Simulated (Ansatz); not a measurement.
**Na on W(110): change of the work function**

Aim: the work function of W(110) at several coverages of Na (hollow site), and the dipole that each adsorbate carries.

Calculated with Ansatz 0.2.0; plane-wave DFT, PBE, Ansatz PAW.

Most raw output is cut from this account.

### Step 1. The starting structure

The cell holds 4 atoms: 4 W. Its edges and angles: a = 2.737 Å, b = 2.737 Å, c = 24.703 Å, α = 90.0°, β = 90.0°, γ = 70.5°. Vacuum lies along c.

### Step 2. The clean slab

The bare slab comes first, as the zero from which every change is counted. The two lowest layers are held at bulk places and the upper ones relax. The dipole correction removes the false field that a one-sided slab makes across the periodic vacuum, so each face gets a flat vacuum level of its own.

The input, input.yaml:

```yaml
crystal:
  lattice:
    - [2.2344574285, -1.58, 0.0]
    - [2.2344574285, 1.58, 0.0]
    - [0.0, 0.0, 24.7033722856]
  atoms:
    - { symbol: W, position: [0.0, 0.0, 0.3643227287] }
    - { symbol: W, position: [0.5, 0.5, 0.4547742429] }
    - { symbol: W, position: [0.0, 0.0, 0.5452257571] }
    - { symbol: W, position: [0.5, 0.5, 0.6356772713] }
kpoints:
  mp_grid: { grid: [12, 12, 1] }
hamiltonian:
  xc: pbe
scf:
  occupations: { method: fermi_dirac, width: 0.1 }
  convergence: { dr2_threshold: 1.0e-08 }
efield:
  axis: 3
  dipole_correction: true
  ramp_position: 0.97
  ramp_width: 0.06
relax:
  f_tol: 0.02
  max_steps: 60
  constraints: [{ sites: [0, 1] }]
output:
  write_potential: true
  write_density: true
  volumetric_format: npy
```

Command:

```
$ ansatz run input.yaml --threads 4 --pin off --max-ram 16384MiB --backend cpu --events-out ev --progress --plain --runs-dir out
```

Run time: 31 s. Hardware: 4 threads of Arm Neoverse V1, shared host; peak memory 0.58 GiB.

Step by step:

```tsv
step	energy less that of the first step (eV)	largest force component (eV/Å)
1	0.0000	0.6535
2	0.0440	1.3654
3	-0.0126	0.0900
4	-0.0130	0.0113
```

Relaxation step 2 was tried and not accepted.

The run keeps the 4 symmetry operations that it works with, so distortions that break them were not tested.

The atoms that moved most (Å):

```tsv
atom	dx	dy	dz	length
W3	0.000	0.000	0.038	0.038
```

Final coordinates:

```xyz
4
Lattice="2.2345 -1.5800 0.0000 2.2345 1.5800 0.0000 0.0000 0.0000 24.7034" Properties=species:S:1:pos:R:3
W     0.0000    0.0000    9.0000
W     2.2345    0.0000   11.2345
W     0.0000    0.0000   13.5068
W     2.2345    0.0000   15.6990
```

Numbers from this step:

```
energy at zero smearing        : -41536.4168 eV
work function, upper face      : 4.845 eV
work function, lower face      : 4.899 eV
dipole along the normal        : 0.002118 e·Å
step between the vacuum levels : -0.05428 eV
```

Running mean over 2.234 Å of the planar mean; the ramp of the sawtooth is left out. The electron's electrostatic potential energy less the Fermi level by z:

```tsv
z (Å)	electron's electrostatic potential energy less the Fermi level (eV)
3.5	4.90
4.0	4.90
4.5	4.90
5.0	4.89
5.5	4.86
6.0	4.75
6.5	4.41
7.0	3.30
7.5	-0.135
8.0	-5.75
8.5	-10.5
9.0	-12.2
9.5	-12.5
10.0	-12.6
10.5	-12.7
11.0	-12.7
11.5	-12.7
12.0	-12.5
12.5	-12.4
13.0	-12.6
13.5	-12.8
14.0	-13.0
14.5	-13.1
15.0	-12.9
15.5	-12.5
16.0	-11.5
16.5	-7.95
17.0	-2.27
17.5	2.24
18.0	4.06
18.5	4.61
19.0	4.78
19.5	4.82
20.0	4.84
20.5	4.84
21.0	4.84
21.5	4.84
```

The relaxation took 4 steps and lowered the energy by 0.013 eV; the largest force on the free atoms ends at 0.011 eV/Å.

The work function of the upper face is 4.84 eV.

### Step 3. The covered slab, k-mesh 4×4×1, coverage 0.111 ML

System of this step: NaW36 (Na/W(110)). The cell holds 37 atoms: 36 W and 1 Na. Its edges and angles: a = 8.210 Å, b = 8.210 Å, c = 27.716 Å, α = 90.0°, β = 90.0°, γ = 70.5°. Vacuum lies along c.

The clean slab as it ended is repeated in the plane and the adsorbate is set on one face; the cell's size fixes the coverage, and the k-mesh shrinks with it to keep the sampling density about even. Adsorbate and upper layers relax, since the dipole depends on the height.

The input, input.yaml:

```yaml
crystal:
  lattice:
    - [6.7033722855, -4.74, 0.0]
    - [6.7033722855, 4.74, 0.0]
    - [0.0, 0.0, 27.716396889]
  atoms:
    - { symbol: W, position: [0.0, 0.0, 0.3247175322] }
    - { symbol: W, position: [0.1666666667, 0.1666666667, 0.4053361436] }
    - { symbol: W, position: [0.0, 0.0, 0.4873213769] }
    - { symbol: W, position: [0.1666666667, 0.1666666667, 0.5664142292] }
    - { symbol: W, position: [0.0, 0.3333333333, 0.3247175322] }
    - { symbol: W, position: [0.1666666667, 0.5, 0.4053361436] }
    - { symbol: W, position: [0.0, 0.3333333333, 0.4873213769] }
    - { symbol: W, position: [0.1666666667, 0.5, 0.5664142292] }
[... 25 atom lines left out ...]
    - { symbol: W, position: [0.8333333333, 0.8333333333, 0.4053361436] }
    - { symbol: W, position: [0.6666666667, 0.6666666667, 0.4873213769] }
    - { symbol: W, position: [0.8333333333, 0.8333333333, 0.5664142292] }
    - { symbol: Na, position: [0.28, 0.28, 0.6752824678] }
kpoints:
  mp_grid: { grid: [4, 4, 1] }
hamiltonian:
  xc: pbe
scf:
  occupations: { method: fermi_dirac, width: 0.1 }
  convergence: { dr2_threshold: 1.0e-08 }
efield:
  axis: 3
  dipole_correction: true
  ramp_position: 0.97
  ramp_width: 0.06
relax:
  f_tol: 0.02
  max_steps: 60
  constraints:
    - { sites: [0, 1, 4, 5, 8, 9, 12, 13, 16, 17, 20, 21, 24, 25, 28, 29, 32, 33] }
output:
  write_potential: true
  write_density: true
  volumetric_format: npy
```

Wall time 26 min (4 threads); peak memory 9.8 GiB; 1.8 h of CPU time.

The steps of the relaxation:

```tsv
step	energy less that of the first step (eV)	largest force component (eV/Å)
1	0.0000	0.5345
2	-0.0191	0.3887
3	-0.0866	0.0717
4	-0.0906	0.0543
5	-0.0984	0.0384
6	-0.1047	0.0261
7	-0.1076	0.0210
8	-0.1078	0.0070
```

The run keeps the 2 symmetry operations that it works with, so distortions that break them were not tested.

The atoms that moved most (Å):

```tsv
atom	dx	dy	dz	length
Na37	0.711	0.000	-0.292	0.769
W20	-0.002	0.000	0.017	0.017
W4	0.001	0.000	0.016	0.016
W11	0.000	0.005	-0.011	0.012
W27	0.000	-0.005	-0.011	0.012
W28	0.000	0.003	0.010	0.011
W12	0.000	-0.003	0.010	0.011
W24	-0.001	0.003	0.010	0.011
```

Final coordinates:

```xyz
37
Lattice="6.7034 -4.7400 0.0000 6.7034 4.7400 0.0000 0.0000 0.0000 27.7164" Properties=species:S:1:pos:R:3
W     0.0000    0.0000    9.0000
W     2.2345    0.0000   11.2345
W     0.0031    0.0000   13.5061
W     2.2359    0.0000   15.7151
W     2.2345    1.5800    9.0000
W     4.4689    1.5800   11.2345
W     2.2322    1.5820   13.5045
W     4.4688    1.5819   15.6902
W     4.4689    3.1600    9.0000
W     6.7034    3.1600   11.2345
W     4.4693    3.1647   13.4961
W     6.7035    3.1569   15.7093
W     2.2345   -1.5800    9.0000
W     4.4689   -1.5800   11.2345
W     2.2322   -1.5820   13.5045
W     4.4688   -1.5819   15.6902
W     4.4689    0.0000    9.0000
W     6.7034    0.0000   11.2345
W     4.4688    0.0000   13.4993
W     6.7011    0.0000   15.7161
W     6.7034    1.5800    9.0000
W     8.9378    1.5800   11.2345
W     6.7059    1.5815   13.5049
W     8.9369    1.5835   15.7089
W     4.4689   -3.1600    9.0000
W     6.7034   -3.1600   11.2345
W     4.4693   -3.1647   13.4961
W     6.7035   -3.1569   15.7093
W     6.7034   -1.5800    9.0000
W     8.9378   -1.5800   11.2345
W     6.7059   -1.5815   13.5049
W     8.9369   -1.5835   15.7089
W     8.9378    0.0000    9.0000
W    11.1723    0.0000   11.2345
W     8.9356    0.0000   13.5062
W    11.1720    0.0000   15.6921
Na    4.4653    0.0000   18.4245
```

This step gave:

| Quantity | Value |
| --- | --- |
| energy at zero smearing | -375315.1384 eV |
| work function, upper face | 2.935 eV |
| work function, lower face | 4.889 eV |
| dipole along the normal | 0.6860 e·Å |
| step between the vacuum levels | -1.953 eV |

Running mean over 2.234 Å of the planar mean; the ramp of the sawtooth is left out. Electron's electrostatic potential energy less the Fermi level against z:

z (Å), electron's electrostatic potential energy less the Fermi level (eV) and a bar from the least value:
```
        4        4.9 ##############################
        5        4.9 ##############################
        6        4.7 ##############################
        7        3.3 ###########################
        8       -5.8 ############
        9      -12.2 #
       10      -12.6 #
       11      -12.7 
       12      -12.5 #
       13      -12.6 #
       14      -12.9 
       15      -12.8 
       16      -11.5 ##
       17       -2.7 #################
       18        2.6 ##########################
       19        2.6 ##########################
       20        2.9 ###########################
       21        2.9 ###########################
       22        2.9 ###########################
       23        2.9 ###########################
       24        2.9 ###########################
```

The relaxation took 8 steps and lowered the energy by 0.11 eV; the largest force on the free atoms ends at 0.0070 eV/Å.

The covered face has 2.94 eV, -1.91 eV against the clean one; the bare back face has moved by -0.01 eV, a measure of how thin the slab is.

### Step 4. Adsorbate added, k-mesh 6×6×1, coverage 0.25 ML

System of this step: NaW16 (Na/W(110)). The cell holds 17 atoms: 16 W and 1 Na. Cell: a = 5.473 Å, b = 5.473 Å, c = 27.716 Å, α = 90.0°, β = 90.0°, γ = 70.5°. Vacuum lies along c.

Another coverage, to see how the dipoles act on each other as their distance changes.

The input, input.yaml:

```yaml
crystal:
  lattice:
    - [4.468914857, -3.16, 0.0]
    - [4.468914857, 3.16, 0.0]
    - [0.0, 0.0, 27.716396889]
  atoms:
    - { symbol: W, position: [0.0, 0.0, 0.3247175322] }
    - { symbol: W, position: [0.25, 0.25, 0.4053361436] }
    - { symbol: W, position: [0.0, 0.0, 0.4873213769] }
    - { symbol: W, position: [0.25, 0.25, 0.5664142292] }
    - { symbol: W, position: [0.0, 0.5, 0.3247175322] }
    - { symbol: W, position: [0.25, 0.75, 0.4053361436] }
    - { symbol: W, position: [0.0, 0.5, 0.4873213769] }
    - { symbol: W, position: [0.25, 0.75, 0.5664142292] }
    - { symbol: W, position: [0.5, 0.0, 0.3247175322] }
    - { symbol: W, position: [0.75, 0.25, 0.4053361436] }
    - { symbol: W, position: [0.5, 0.0, 0.4873213769] }
    - { symbol: W, position: [0.75, 0.25, 0.5664142292] }
    - { symbol: W, position: [0.5, 0.5, 0.3247175322] }
    - { symbol: W, position: [0.75, 0.75, 0.4053361436] }
    - { symbol: W, position: [0.5, 0.5, 0.4873213769] }
    - { symbol: W, position: [0.75, 0.75, 0.5664142292] }
    - { symbol: Na, position: [0.42, 0.42, 0.6752824678] }
kpoints:
  mp_grid: { grid: [6, 6, 1] }
hamiltonian:
  xc: pbe
scf:
  occupations: { method: fermi_dirac, width: 0.1 }
  convergence: { dr2_threshold: 1.0e-08 }
efield:
  axis: 3
  dipole_correction: true
  ramp_position: 0.97
  ramp_width: 0.06
relax:
  f_tol: 0.02
  max_steps: 60
  constraints: [{ sites: [0, 1, 4, 5, 8, 9, 12, 13] }]
output:
  dos: { projected: true, e_range: [-8, 4] }
  write_potential: true
  write_density: true
  volumetric_format: npy
  elf: true
```

It took 6.7 min on 4 threads; peak memory 3 GiB; 26 min of CPU time.

Step by step:

```tsv
step	energy less that of the first step (eV)	largest force component (eV/Å)
1	0.0000	0.5814
2	-0.0356	0.5807
3	-0.1153	0.1442
4	-0.1225	0.0657
5	-0.1346	0.0477
6	-0.1417	0.0295
7	-0.1445	0.0218
8	-0.1446	0.0056
```

Forces are held to the 2 operations that the run works with; a distortion that breaks them can't arise in this run.

The atoms that moved most (Å):

```tsv
atom	dx	dy	dz	length
Na17	0.713	0.000	-0.348	0.794
W16	-0.010	0.000	0.028	0.030
W4	0.007	0.000	0.028	0.029
W8	-0.001	0.016	-0.007	0.017
W12	-0.001	-0.016	-0.007	0.017
W3	-0.001	0.000	-0.015	0.015
W15	0.000	0.000	-0.005	0.005
```

The relaxed structure:

```
W Na
1.0
     4.46891   -3.16000    0.00000
     4.46891    3.16000    0.00000
     0.00000    0.00000   27.71640
W Na
16 1
Direct
  0.00000 0.00000 0.32472
  0.25000 0.25000 0.40534
  0.99993 0.99993 0.48679
  0.25084 0.25084 0.56742
  0.00000 0.50000 0.32472
  0.25000 0.75000 0.40534
  0.99998 0.49991 0.48716
  0.24744 0.75238 0.56618
  0.50000 0.00000 0.32472
  0.75000 0.25000 0.40534
  0.49991 0.99998 0.48716
  0.75238 0.24744 0.56618
  0.50000 0.50000 0.32472
  0.75000 0.75000 0.40534
  0.49995 0.49995 0.48713
  0.74892 0.74892 0.56743
  0.49981 0.49981 0.66273
```

Numbers from this step:

- energy at zero smearing: -167632.8540 eV
- work function, upper face: 1.822 eV
- work function, lower face: 4.893 eV
- dipole along the normal: 0.4792 e·Å
- step between the vacuum levels: -3.070 eV

Running mean over 2.234 Å of the planar mean; the ramp of the sawtooth is left out. The electron's electrostatic potential energy less the Fermi level by z:

```tsv
z (Å)	electron's electrostatic potential energy less the Fermi level (eV)
4	4.89
5	4.88
6	4.75
7	3.27
8	-5.75
9	-12.2
10	-12.6
11	-12.7
12	-12.5
13	-12.6
14	-12.8
15	-12.7
16	-11.5
17	-3.25
18	1.05
19	0.770
20	1.56
21	1.77
22	1.81
23	1.82
24	1.82
```

The density of states has structure finer than the step of the table below, so its rows give means over 0.5 eV, whole bins alone (the curve runs from -8 to 1.86 eV). Peaks (eV: height): -3.13: 40.4, -2.95: 27.7, -2.83: 28.7, -2.77: 31.2, -2.59: 27.8, -1.92: 31.0, -1.47: 26.3.

Table of density of states by energy, zero at the Fermi level; means over each step:

energy (eV), density of states (states/eV a cell) and a bar:
```
     -7.5        1.7 
     -7.0        2.2 #
     -6.5        2.2 #
     -6.0        6.5 ######
     -5.5       10.0 ###########
     -5.0       11.5 #############
     -4.5       17.5 #####################
     -4.0       11.7 #############
     -3.5       10.5 ############
     -3.0       24.5 ##############################
     -2.5       21.1 #########################
     -2.0       21.9 ###########################
     -1.5       20.4 #########################
     -1.0       12.7 ##############
     -0.5       12.0 ##############
      0.0       12.2 ##############
      0.5       13.4 ###############
      1.0       17.3 #####################
      1.5       20.4 #########################
```

Projected DOS per atom over height of the atomic layer and energy from the Fermi level. Layers: W4 W4 W4 W4 Na from below.

Ten even steps from '_' (0.00 states/eV) to '@' (1.71 states/eV), each cell a mean:
```
**####**--
********--
**----++--
++::--++..
==::::++..
++::::++..
##::::**..
@@++==%%..
%%****@@..
##****##__
%%%%%%%%__
==%%%%++__
--------__
========__
++####++__
::++++::__
::====::__
..::--..__
__....____
__________
__________
__________
```
Columns: height of the atomic layer (Å) from 9 to 18.4 (not evenly spaced); rows upwards: energy from the Fermi level (eV) from -7.96 to 1.84.

Electrostatic potential energy in the ca plane at fractional y = 0.500, with atoms of W and Na within 0.2 Å of it. With pseudopotentials it is smooth inside the atoms' cores, unlike the true potential.

Ten even steps from '0' (-57 eV) to '9' (9 eV), each cell a mean:
```
00489999985100279999999999999999999999999999
24789989997423589999999999999999999999999999
77899888998777899989999999999999999999999999
88999888999888999988999999999999999999999999
67899888998767899989999999899999999999999999
23689989987423589999999986678999999999999999
00489999985100279999999961048999999999999999
00489999984000269999999950038999999999999999
02589999986201479999999974368999999999999999
46899989998645789999999998889999999999999999
88999888999888899988999999999999999999999999
88999888999888899988999999999999999999999999
46899989998645789999999999999999999999999999
02589999986201479999999999999999999999999999
00489999984000269999999999999999999999999999
```
Columns run along c (16.0 Å, from fractional 0.33 to 0.90 of the cell; values clipped at the 3rd and 97th percentile), rows up along a (5.5 Å). Atoms in or near the plane, at fractional coordinates: W at (0.49, 0.00), W at (0.49, 0.50), Na at (0.66, 0.50).

Valence density in the ca plane at fractional y = 0.500, with atoms of W and Na within 0.2 Å of it. It is the smooth field of the valence electrons, not physical close to the nuclei.

Ten steps, logarithmic in the rise over the least value, from '0' (0 e/Å³) to '9' (17 e/Å³), each cell a mean:
```
77522222224777632221110000000000000000000000
65322222223566422222110000000000000000000000
33222222222333222222211000000000000000000000
22222222222222222222211000000000000000000000
33222222222333222222211001100000000000000000
65322222223566422222111024530000000000000000
77522222224777632221111158962000000000000000
77532222225777632221111169972000000000000000
76422222223676532222111137751000000000000000
54222222222454322222211012210000000000000000
32222222222222222222211000000000000000000000
32222222222232222222211000000000000000000000
54222222222454322222211000000000000000000000
76422222224677532222110000000000000000000000
77532222225777632221110000000000000000000000
```
Columns run along c (16.0 Å, from fractional 0.33 to 0.90 of the cell), rows up along a (5.5 Å). Atoms in or near the plane, at fractional coordinates: W at (0.49, 0.00), W at (0.49, 0.50), Na at (0.66, 0.50).

ELF in the ca plane at fractional y = 0.500, with atoms of W and Na within 0.2 Å of it. It is the smooth field of the valence electrons, not physical close to the nuclei.

Ten even steps from '0' (0.00) to '9' (0.67), each cell a mean:
```
59647655646968945655666554321100000000000000
97456545653799536555677654322110000000000000
54466555664454456556677753211111000000000000
54566555676555566556778631000011100000000000
54466555664454456556777301110001110000000000
98456545643799536555676126861001211000000000
59647656646957945655674167684000211000000000
18747656647925945655674176485000221000000000
99546545644999735655675148883001211000000000
75356545653576346555677213430001210000000000
54566555675454566556788510000011110000000000
54566555675454566556778752101111100000000000
75356545653576446555677764322111000000000000
99546545644999735655666654322110000000000000
18747656647925945655666543321100000000000000
```
Columns run along c (16.0 Å, from fractional 0.33 to 0.90 of the cell), rows up along a (5.5 Å). Atoms in or near the plane, at fractional coordinates: W at (0.49, 0.00), W at (0.49, 0.50), Na at (0.66, 0.50).

The relaxation took 8 steps and lowered the energy by 0.14 eV; the largest force on the free atoms ends at 0.0056 eV/Å.

By hand: a sheet of dipoles makes a step −p/(ε₀A) in the electron's potential. With e/ε₀ = 180.95 V·Å, p = 0.4792 e·Å and A = 28.24 Å², that is −180.95 × (0.4792) / 28.24 = -3.070 eV, and the two vacuum levels of the run differ by -3.070 eV.

The covered face has 1.82 eV, -3.02 eV against the clean one; the bare back face has moved by -0.01 eV, a measure of how thin the slab is.

### Step 5. Work function against coverage

This step: plane-wave DFT, PBE, Ansatz PAW; work function against coverage (Ansatz 0.2.0).

The runs are now put side by side.

This step gave:

```
work function of the clean face     : 4.845 eV
largest change of the work function : -3.022 eV
```

The work function of the covered face by coverage:

```tsv
coverage (adsorbates/nm²)	work function of the covered face (eV)
0.00	4.84
1.57	2.94
3.54	1.82
```

The dipole per adsorbate comes from the change of the cell's dipole. Coverage, by row:

```tsv
coverage (1/nm²)	coverage (ML)	work function (eV)	change (eV)	dipole per adsorbate, positive end outwards (debye)	mean height of the added atoms over the highest substrate atom (Å)
1.573	0.1111	2.935	-1.909	3.204	2.708
3.541	0.25	1.822	-3.022	2.261	2.642
```

### Step 6. Summary of results

| Property | Result |
| --- | --- |
| work function of the clean face | 4.84 eV |
| work function at 0.11 ML | 2.94 eV |
| work function at 0.25 ML | 1.82 eV |
| dipole per adsorbate at 0.11 ML, positive end outwards | 3.20 D |

**Reading.** Na lowers the work function of W(110) at the lowest coverage, by 1.91 eV: the adsorbate layer has its positive end outwards. The slab has 4 layers, at the tabulated experimental lattice constant, one starting site was run, and quantum-size effects of a slab this thin can reach one or two tenths of an eV.

[Logs are printed without paths, hosts, clocks, repeated set-up lines and the standing remarks that a program may print on its own settings, such as how far it seeks lower states.]

[Hosts, paths, dates, database ids (printed as entryN), source tags and the programs' standing remarks are cut or masked in the printed files.]

[Maps of the electrostatic potential energy from Ansatz leave out the sawtooth potential of an applied field or a dipole correction, so their vacuum need not be flat; planar profiles and work functions include it.]

[The density of states shown here was stored with 400 of the rows of the run's finer table, so its peaks can read low, often by over a quarter, or be missed, and its means over a window can be off by a tenth or more.]
